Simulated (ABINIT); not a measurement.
# CdSe (F-43m): bands and cutoff in G0W0 with ABINIT, part 2 of 2

Wanted: a converged G0W0 gap of CdSe (F-43m), or an estimate of the limit.

ABINIT 10.8.3; LDA and many-body steps on it, plane waves. Known limits of the many-body steps: not at the basis limit; screening runs away on this mesh; no spin-orbit coupling; coarse k mesh.

So far. Step 3 (Screening, 4×4×4 mesh, 107 bands, screening to 93.3 eV): Local fields lower ε∞ by 5 %. The value itself is an artefact of the mesh, where one narrow direct gap carries too much weight. Step 4 (107 bands, 93.3 eV): The gap on the mesh goes from 0.27 eV to 0.95 eV, a correction of +0.68 eV.

## (6) 151 bands, 123.5 eV

This step: G0W0 on LDA, plane waves, norm-conserving pseudopotentials.

The input, run.abi:

```
acell 3*1.0 Angstrom
rprim 
  -0.000000000000 3.070271198600 3.070271198600
  3.070271198600 -0.000000000000 3.070271198600
  3.070271198600 3.070271198600 -0.000000000000
ntypat 2
znucl 48 34
natom 2
typat 1 2
xred 
  0.000000000000 0.000000000000 0.000000000000
  0.750000000000 0.750000000000 0.750000000000
pp_dirpath "pseudos"
pseudos "Cd.upf, Se.upf"
ecut 48
ngkpt 4 4 4
nshiftk 1
shiftk 0 0 0
kptopt 1
chksymbreak 0
istwfk *1
occopt 1
irdwfk 1
optdriver 4
nband 151
gwcalctyp 0
ecutsigx 48
symsigma 1
nkptgw 3
kptgw 
  0.0000000000 0.0000000000 0.0000000000
  0.5000000000 0.0000000000 0.0000000000
  0.5000000000 0.5000000000 0.0000000000
bdgw 
  20 26
  21 25
  21 24
ecuteps 4.54
irdscr 1
ppmodel 1
indata_prefix "in"
outdata_prefix "out"
tmpdata_prefix "tmp"
```

Run with:

```console
$ OMP_NUM_THREADS=1 mpirun -n 4 abinit run.abi > log
```

Numbers of over 12 decimals in the logs are rounded to 6 here.

The program printed:

```text
.Version 10.8.3 of ABINIT. v10.8.2 released Aug 2026.

 Symmetries : space group F-4 3 m (#216); Bravais cF (face-center cubic)
[... echo of the input left out ...]
== DATASET  1 ==================================================================
-   mpi_nproc: 4, omp_nthreads: 1 (-1 if OMP is not activated)

--- !DatasetInfo
iteration_state: {dtset: 1, }
dimensions: {natom: 2, nkpt: 8, mband: 151, nsppol: 1, nspinor: 1, nspden: 1, mpw: 6230, }
cutoff_energies: {ecut:  48.0, pawecutdg:  -1.0, }
electrons: {nelect:   4.40000000E+01, charge:   0.00000000E+00, occopt:   1.00000000E+00, tsmear:   1.00000000E-02, }

 SIGMA: Calculation of the GW corrections

 Based on a program developped by R.W. Godby, V. Olevano, G. Onida, and L. Reining.
 Incorporated in ABINIT by V. Olevano, G.-M. Rignanese, and M. Torrent.
.Using double precision arithmetic ; gwpc =  8

[... cell and pseudopotentials left out ...]
--------------------------------------------------------------------------------

 ==== K-mesh for the wavefunctions ====
 Number of points in the irreducible wedge :     8
[... list of points left out ...]
 Together with 24 symmetry operations and time-reversal symmetry
 yields    64 points in the full Brillouin Zone.

 ==== Q-mesh for screening function ====
 Number of points in the irreducible wedge :     8
[... list of points left out ...]
 Together with 24 symmetry operations and time-reversal symmetry
 yields    64 points in the full Brillouin Zone.

 vcoul_init : cutoff-mode = AUXILIARY_FUNCTION
 q-points for optical limit:   1
     1)      0.000010    0.000020    0.000030
 setmesh: FFT mesh size selected  =    54x   54x   54
          total number of points  =       157464

 Number of electrons calculated from density =   44.0000; Expected =   44.0000
[...]
number of plane-waves for wavefunctions          6183
 number of bands                                   151
 number of q-points in IBZ                           8
 number of frequencies                               2
 number of real frequencies                          1
 number of imag frequencies                          1

 matrix elements of self-energy operator (all in [eV])

 Perturbative Calculation

--- !SelfEnergy_ee
iteration_state: {dtset: 1, }
kpoint     : [   0.000,    0.000,    0.000, ]
spin       : 1
KS_gap     :    0.267
QP_gap     :    1.003
Delta_QP_KS:    0.736
data: !SigmaeeData |
     Band     E0 <VxcDFT>   SigX SigC(E0)      Z dSigC/dE  Sig(E)    E-E0       E
       20   3.923 -16.173 -18.341   1.883   0.791  -0.265 -16.398  -0.225   3.698
       21   3.923 -16.173 -18.341   1.883   0.791  -0.265 -16.398  -0.225   3.698
       22   3.923 -16.173 -18.341   1.883   0.791  -0.265 -16.398  -0.225   3.698
[...]
--- !SelfEnergy_ee
iteration_state: {dtset: 1, }
kpoint     : [   0.500,    0.000,    0.000, ]
spin       : 1
KS_gap     :    2.858
QP_gap     :    3.699
Delta_QP_KS:    0.841
data: !SigmaeeData |
     Band     E0 <VxcDFT>   SigX SigC(E0)      Z dSigC/dE  Sig(E)    E-E0       E
[...]
--- !SelfEnergy_ee
iteration_state: {dtset: 1, }
kpoint     : [   0.500,    0.500,    0.000, ]
spin       : 1
KS_gap     :    4.779
QP_gap     :    5.392
Delta_QP_KS:    0.613
data: !SigmaeeData |
     Band     E0 <VxcDFT>   SigX SigC(E0)      Z dSigC/dE  Sig(E)    E-E0       E
[...]
23   6.915  -9.442  -5.419  -3.769   0.821  -0.217  -9.234   0.208   7.123
       24   7.497 -12.243  -7.601  -3.956   0.808  -0.237 -11.689   0.554   8.051

== END DATASET(S) ==============================================================
================================================================================

 -outvars: echo values of variables after computation  --------
           etotal      0.0000000000E+00
            nband         151
             nkpt           8
          spgroup         216
 [... the other variables as echoed above ...]

 Calculation completed.
```

Run time: 19 s. Hardware: 4 MPI ranks of Arm Neoverse V1, shared host; peak memory 1.5 GiB.

Numbers from this step:

* G0W0 gap on the points computed: 1.003 eV
* starting gap on the mesh: 0.2672 eV
* k of the valence top: 0, 0, 0
* k of the conduction bottom: 0, 0, 0
* Z at the valence top: 0.791
* Z at the conduction bottom: 0.812
* least direct G0W0 gap on the computed points: 1.003 eV

Against G0W0 in ABINIT (4×4×4 mesh, 107 bands, screening to 93.3 eV, Godby-Needs plasmon pole), the gap moves by +0.051 eV.

## (7) Screening, 4×4×4 mesh, 221 bands, screening to 164.9 eV

This step: RPA screening on LDA, plane waves, norm-conserving pseudopotentials.

run.abi, as its differences from that of step 6:

```diff
@@ -23,19 +23,8 @@
 irdwfk 1
-optdriver 4
-nband 151
-gwcalctyp 0
-ecutsigx 48
-symsigma 1
-nkptgw 3
-kptgw 
-  0.0000000000 0.0000000000 0.0000000000
-  0.5000000000 0.0000000000 0.0000000000
-  0.5000000000 0.5000000000 0.0000000000
-bdgw 
-  20 26
-  21 25
-  21 24
-ecuteps 4.54
-irdscr 1
-ppmodel 1
+optdriver 3
+nband 221
+ecuteps 6.06
+inclvkb 2
+awtr 1
+symchi 1
 indata_prefix "in"
```

The program printed:

```text
.Version 10.8.3 of ABINIT. v10.8.2 released Aug 2026.

 Symmetries : space group F-4 3 m (#216); Bravais cF (face-center cubic)
[... echo of the input left out ...]
== DATASET  1 ==================================================================
-   mpi_nproc: 4, omp_nthreads: 1 (-1 if OMP is not activated)

--- !DatasetInfo
iteration_state: {dtset: 1, }
dimensions: {natom: 2, nkpt: 8, mband: 221, nsppol: 1, nspinor: 1, nspden: 1, mpw: 6230, }
cutoff_energies: {ecut:  48.0, pawecutdg:  -1.0, }
[...]
--------------------------------------------------------------------------------
[... chi0 elements left out ...]
 For q-point:  0.000010 0.000020 0.000030
  dielectric constant = 370.3225
  dielectric constant without local fields = 388.1864

  Average fulfillment of the sum rule on Im[epsilon] for q-point    1 :     61.33  [%]
[... wings left out ...]
  q-point number  2        q = ( 0.250000, 0.000000, 0.000000) [r.l.u.]
--------------------------------------------------------------------------------
[... chi0 elements left out ...]
  Average fulfillment of the sum rule on Im[epsilon] for q-point    2 :     68.46  [%]

 [... 6 further q-points ...]
```

It took 3.7 min on 4 MPI ranks; peak memory 2.3 GiB.

Numbers from this step:

```
ε∞ with local fields, on this mesh, along the program's q direction : 370.3
the same without local fields                                       : 388.2
plasma frequency                                                    : 32.37 eV
plane waves in the screening matrix                                 : 283
```

## (8) 221 bands, 164.9 eV

This step: G0W0 on LDA, plane waves, norm-conserving pseudopotentials.

run.abi, as its differences from that of step 7:

```diff
@@ -23,8 +23,19 @@
 irdwfk 1
-optdriver 3
+optdriver 4
 nband 221
+gwcalctyp 0
+ecutsigx 48
+symsigma 1
+nkptgw 3
+kptgw 
+  0.0000000000 0.0000000000 0.0000000000
+  0.5000000000 0.0000000000 0.0000000000
+  0.5000000000 0.5000000000 0.0000000000
+bdgw 
+  20 26
+  21 25
+  21 24
 ecuteps 6.06
-inclvkb 2
-awtr 1
-symchi 1
+irdscr 1
+ppmodel 1
 indata_prefix "in"
```

The program printed:

```text
.Version 10.8.3 of ABINIT. v10.8.2 released Aug 2026.

 Symmetries : space group F-4 3 m (#216); Bravais cF (face-center cubic)
[... echo of the input left out ...]
== DATASET  1 ==================================================================
-   mpi_nproc: 4, omp_nthreads: 1 (-1 if OMP is not activated)

--- !DatasetInfo
iteration_state: {dtset: 1, }
dimensions: {natom: 2, nkpt: 8, mband: 221, nsppol: 1, nspinor: 1, nspden: 1, mpw: 6230, }
cutoff_energies: {ecut:  48.0, pawecutdg:  -1.0, }
[...]
Band     E0 <VxcDFT>   SigX SigC(E0)      Z dSigC/dE  Sig(E)    E-E0       E
[...]
23   6.915  -9.442  -5.419  -3.820   0.821  -0.217  -9.276   0.166   7.081
       24   7.497 -12.243  -7.601  -4.059   0.808  -0.237 -11.772   0.471   7.968

== END DATASET(S) ==============================================================
================================================================================

 -outvars: echo values of variables after computation  --------
           etotal      0.0000000000E+00
            nband         221
             nkpt           8
          spgroup         216
 [... the other variables as echoed above ...]

 Calculation completed.
```

Elapsed: 47 s, on 4 MPI ranks; peak memory 2 GiB.

Numbers from this step:

```yaml
g0w0_gap_on_the_points_computed: 1.040 eV
starting_gap_on_the_mesh: 0.2672 eV
k_of_the_valence_top: 0, 0, 0
k_of_the_conduction_bottom: 0, 0, 0
least_direct_g0w0_gap_on_the_computed_points: 1.040 eV
```

Against G0W0 in ABINIT (4×4×4 mesh, 151 bands, screening to 123.5 eV, Godby-Needs plasmon pole), the gap moves by +0.037 eV.

## (9) Screening, 4×4×4 mesh, 317 bands, screening to 214.4 eV

This step: RPA screening on LDA, plane waves, norm-conserving pseudopotentials.

run.abi, as its differences from that of step 8:

```diff
@@ -23,19 +23,8 @@
 irdwfk 1
-optdriver 4
-nband 221
-gwcalctyp 0
-ecutsigx 48
-symsigma 1
-nkptgw 3
-kptgw 
-  0.0000000000 0.0000000000 0.0000000000
-  0.5000000000 0.0000000000 0.0000000000
-  0.5000000000 0.5000000000 0.0000000000
-bdgw 
-  20 26
-  21 25
-  21 24
-ecuteps 6.06
-irdscr 1
-ppmodel 1
+optdriver 3
+nband 317
+ecuteps 7.88
+inclvkb 2
+awtr 1
+symchi 1
 indata_prefix "in"
```

The program printed:

```text
.Version 10.8.3 of ABINIT. v10.8.2 released Aug 2026.

 Symmetries : space group F-4 3 m (#216); Bravais cF (face-center cubic)
[... echo of the input left out ...]
== DATASET  1 ==================================================================
-   mpi_nproc: 4, omp_nthreads: 1 (-1 if OMP is not activated)

--- !DatasetInfo
iteration_state: {dtset: 1, }
dimensions: {natom: 2, nkpt: 8, mband: 317, nsppol: 1, nspinor: 1, nspden: 1, mpw: 6230, }
cutoff_energies: {ecut:  48.0, pawecutdg:  -1.0, }
[...]
--------------------------------------------------------------------------------
[... chi0 elements left out ...]
 For q-point:  0.000010 0.000020 0.000030
  dielectric constant = 370.4408
  dielectric constant without local fields = 388.1890

  Average fulfillment of the sum rule on Im[epsilon] for q-point    1 :     70.54  [%]
[... wings left out ...]
  q-point number  2        q = ( 0.250000, 0.000000, 0.000000) [r.l.u.]
--------------------------------------------------------------------------------
[... chi0 elements left out ...]
  Average fulfillment of the sum rule on Im[epsilon] for q-point    2 :     76.96  [%]

 [... 6 further q-points ...]
```

It took 6.8 min on 4 MPI ranks; peak memory 3 GiB; 27 min of CPU time.

This step gave:

```yaml
eps_infinity_with_local_fields_on_this_mesh_along_the_program_s_q_direction: 370.4
the_same_without_local_fields: 388.2
plasma_frequency: 32.37 eV
plane_waves_in_the_screening_matrix: 411
```

## (10) 317 bands, 214.4 eV

This step: G0W0 on LDA, plane waves, norm-conserving pseudopotentials.

run.abi, as its differences from that of step 9:

```diff
@@ -23,8 +23,19 @@
 irdwfk 1
-optdriver 3
+optdriver 4
 nband 317
+gwcalctyp 0
+ecutsigx 48
+symsigma 1
+nkptgw 3
+kptgw 
+  0.0000000000 0.0000000000 0.0000000000
+  0.5000000000 0.0000000000 0.0000000000
+  0.5000000000 0.5000000000 0.0000000000
+bdgw 
+  20 26
+  21 25
+  21 24
 ecuteps 7.88
-inclvkb 2
-awtr 1
-symchi 1
+irdscr 1
+ppmodel 1
 indata_prefix "in"
```

The program printed:

```text
.Version 10.8.3 of ABINIT. v10.8.2 released Aug 2026.

 Symmetries : space group F-4 3 m (#216); Bravais cF (face-center cubic)
[... echo of the input left out ...]
== DATASET  1 ==================================================================
-   mpi_nproc: 4, omp_nthreads: 1 (-1 if OMP is not activated)

--- !DatasetInfo
iteration_state: {dtset: 1, }
dimensions: {natom: 2, nkpt: 8, mband: 317, nsppol: 1, nspinor: 1, nspden: 1, mpw: 6230, }
cutoff_energies: {ecut:  48.0, pawecutdg:  -1.0, }
[...]
Band     E0 <VxcDFT>   SigX SigC(E0)      Z dSigC/dE  Sig(E)    E-E0       E
[...]
23   6.915  -9.442  -5.419  -3.852   0.822  -0.217  -9.302   0.140   7.055
       24   7.497 -12.243  -7.601  -4.124   0.808  -0.237 -11.824   0.418   7.916

== END DATASET(S) ==============================================================
================================================================================

 -outvars: echo values of variables after computation  --------
           etotal      0.0000000000E+00
            nband         317
             nkpt           8
          spgroup         216
 [... the other variables as echoed above ...]

 Calculation completed.
```

Elapsed: 2 min, on 4 MPI ranks; peak memory 2.8 GiB; 8 min of CPU time.

This step gave:

| Property | Result |
| --- | --- |
| G0W0 gap on the points computed | 1.064 eV |
| starting gap on the mesh | 0.2672 eV |
| k of the valence top | 0, 0, 0 |
| k of the conduction bottom | 0, 0, 0 |
| least direct G0W0 gap on the computed points | 1.064 eV |

Against G0W0 in ABINIT (4×4×4 mesh, 221 bands, screening to 164.9 eV, Godby-Needs plasmon pole), the gap moves by +0.024 eV.

## (11) Screening, 4×4×4 mesh, 450 bands, screening to 274.8 eV

This step: RPA screening on LDA, plane waves, norm-conserving pseudopotentials.

run.abi, as its differences from that of step 10:

```diff
@@ -23,19 +23,8 @@
 irdwfk 1
-optdriver 4
-nband 317
-gwcalctyp 0
-ecutsigx 48
-symsigma 1
-nkptgw 3
-kptgw 
-  0.0000000000 0.0000000000 0.0000000000
-  0.5000000000 0.0000000000 0.0000000000
-  0.5000000000 0.5000000000 0.0000000000
-bdgw 
-  20 26
-  21 25
-  21 24
-ecuteps 7.88
-irdscr 1
-ppmodel 1
+optdriver 3
+nband 450
+ecuteps 10.1
+inclvkb 2
+awtr 1
+symchi 1
 indata_prefix "in"
```

The program printed:

```text
.Version 10.8.3 of ABINIT. v10.8.2 released Aug 2026.

 Symmetries : space group F-4 3 m (#216); Bravais cF (face-center cubic)
[... echo of the input left out ...]
== DATASET  1 ==================================================================
-   mpi_nproc: 4, omp_nthreads: 1 (-1 if OMP is not activated)

--- !DatasetInfo
iteration_state: {dtset: 1, }
dimensions: {natom: 2, nkpt: 8, mband: 450, nsppol: 1, nspinor: 1, nspden: 1, mpw: 6230, }
cutoff_energies: {ecut:  48.0, pawecutdg:  -1.0, }
[...]
--------------------------------------------------------------------------------
[... chi0 elements left out ...]
 For q-point:  0.000010 0.000020 0.000030
  dielectric constant = 370.5059
  dielectric constant without local fields = 388.1906

  Average fulfillment of the sum rule on Im[epsilon] for q-point    1 :     79.58  [%]
[... wings left out ...]
  q-point number  2        q = ( 0.250000, 0.000000, 0.000000) [r.l.u.]
--------------------------------------------------------------------------------
[... chi0 elements left out ...]
  Average fulfillment of the sum rule on Im[epsilon] for q-point    2 :     85.51  [%]

 [... 6 further q-points ...]
```

Wall time 16 min (4 MPI ranks); peak memory 5 GiB; 66 min of CPU time.

This step gave:

```
ε∞ with local fields, on this mesh, along the program's q direction : 370.5
the same without local fields                                       : 388.2
plasma frequency                                                    : 32.37 eV
plane waves in the screening matrix                                 : 609
```

## (12) 450 bands, 274.8 eV

This step: G0W0 on LDA, plane waves, norm-conserving pseudopotentials.

run.abi, as its differences from that of step 11:

```diff
@@ -23,8 +23,19 @@
 irdwfk 1
-optdriver 3
+optdriver 4
 nband 450
+gwcalctyp 0
+ecutsigx 48
+symsigma 1
+nkptgw 3
+kptgw 
+  0.0000000000 0.0000000000 0.0000000000
+  0.5000000000 0.0000000000 0.0000000000
+  0.5000000000 0.5000000000 0.0000000000
+bdgw 
+  20 26
+  21 25
+  21 24
 ecuteps 10.1
-inclvkb 2
-awtr 1
-symchi 1
+irdscr 1
+ppmodel 1
 indata_prefix "in"
```

The program printed:

```text
.Version 10.8.3 of ABINIT. v10.8.2 released Aug 2026.

 Symmetries : space group F-4 3 m (#216); Bravais cF (face-center cubic)
[... echo of the input left out ...]
== DATASET  1 ==================================================================
-   mpi_nproc: 4, omp_nthreads: 1 (-1 if OMP is not activated)

--- !DatasetInfo
iteration_state: {dtset: 1, }
dimensions: {natom: 2, nkpt: 8, mband: 450, nsppol: 1, nspinor: 1, nspden: 1, mpw: 6230, }
cutoff_energies: {ecut:  48.0, pawecutdg:  -1.0, }
[...]
Band     E0 <VxcDFT>   SigX SigC(E0)      Z dSigC/dE  Sig(E)    E-E0       E
[...]
23   6.915  -9.442  -5.419  -3.875   0.822  -0.217  -9.321   0.121   7.036
       24   7.497 -12.243  -7.601  -4.164   0.808  -0.237 -11.857   0.386   7.883

== END DATASET(S) ==============================================================
================================================================================

 -outvars: echo values of variables after computation  --------
           etotal      0.0000000000E+00
            nband         450
             nkpt           8
          spgroup         216
 [... the other variables as echoed above ...]

 Calculation completed.
```

Elapsed: 5.8 min, on 4 MPI ranks; peak memory 5 GiB; 23 min of CPU time.

Numbers from this step:

| Item | Value |
| --- | --- |
| G0W0 gap on the points computed | 1.088 eV |
| starting gap on the mesh | 0.2672 eV |
| k of the valence top | 0, 0, 0 |
| k of the conduction bottom | 0, 0, 0 |
| least direct G0W0 gap on the computed points | 1.088 eV |

Against G0W0 in ABINIT (4×4×4 mesh, 317 bands, screening to 214.4 eV, Godby-Needs plasmon pole), the gap moves by +0.024 eV.

## (13) Side by side

Times are wall times on 4 MPI ranks of Arm Neoverse V1, shared host, good to a factor of about two. A run's time includes the screening step that it read.

```tsv
run	mesh	bands	screening cutoff (eV)	DFT gap (eV)	gap on the mesh (eV)	direct (eV)	ε∞ used	time
107 bands, 93.3 eV	4×4×4	107	93.3	0.267	0.952	0.952	369.65	55 s
151 bands, 123.5 eV	4×4×4	151	123.5	0.267	1.003	1.003	369.93	2.2 min
221 bands, 164.9 eV	4×4×4	221	164.9	0.267	1.040	1.040	370.32	4.4 min
317 bands, 214.4 eV	4×4×4	317	214.4	0.267	1.064	1.064	370.44	8.8 min
450 bands, 274.8 eV	4×4×4	450	274.8	0.267	1.088	1.088	370.51	22 min
```

## (14) Results

```
107 bands, 93.3 eV  : 0.952 eV
151 bands, 123.5 eV : 1.003 eV
221 bands, 164.9 eV : 1.040 eV
317 bands, 214.4 eV : 1.064 eV
450 bands, 274.8 eV : 1.088 eV
known limits        : not at the basis limit; screening runs away on this mesh; no spin-orbit coupling; coarse k mesh
```

**Reading.** From the first rung to the last the gap moves by +0.14 eV for 24 times the time. In the first G0W0 run levels were corrected at 3 k points alone, so a gap called «on the mesh» is the least over those, and an edge elsewhere would be missed. The 4×4×4 mesh is coarse for this cell, which bears on the long-range parts of exchange and screening. On this mesh the RPA ε∞ passes 90, more than nearly any semiconductor shows; a coarse mesh does this where one point with a narrow direct gap carries much weight. The screening is then too strong, and the G0W0 gap should not be taken as the material's. The many-body steps are scalar-relativistic: spin-orbit coupling is not in them.

[Paths, hosts, dates, memory and timing lines, banners, echoed tables and standing remarks are left out of the program output.]

[Logs are printed without paths, hosts, clocks, repeated set-up lines and the standing remarks that a program may print on its own settings, such as how far it seeks lower states.]

[Runs of the session that timed out or met a known fault of the program may be left out.]

[No measured gap is set beside runs whose start may be inverted or whose files or cutoffs have a known fault.]

[Hosts, paths, dates, database ids (printed as entryN), source tags and the programs' standing remarks are cut or masked in the printed files.]

[G0W0 gaps are taken among the corrected bands and points alone; a level outside them can change the order at an edge.]

[Where Ansatz stands beside ABINIT at settings called matched, ABINIT's density can come from a denser mesh and the files from another edition; pairs whose starting gaps differed by over 0.03 eV were left out, so agreement reads better than it is.]
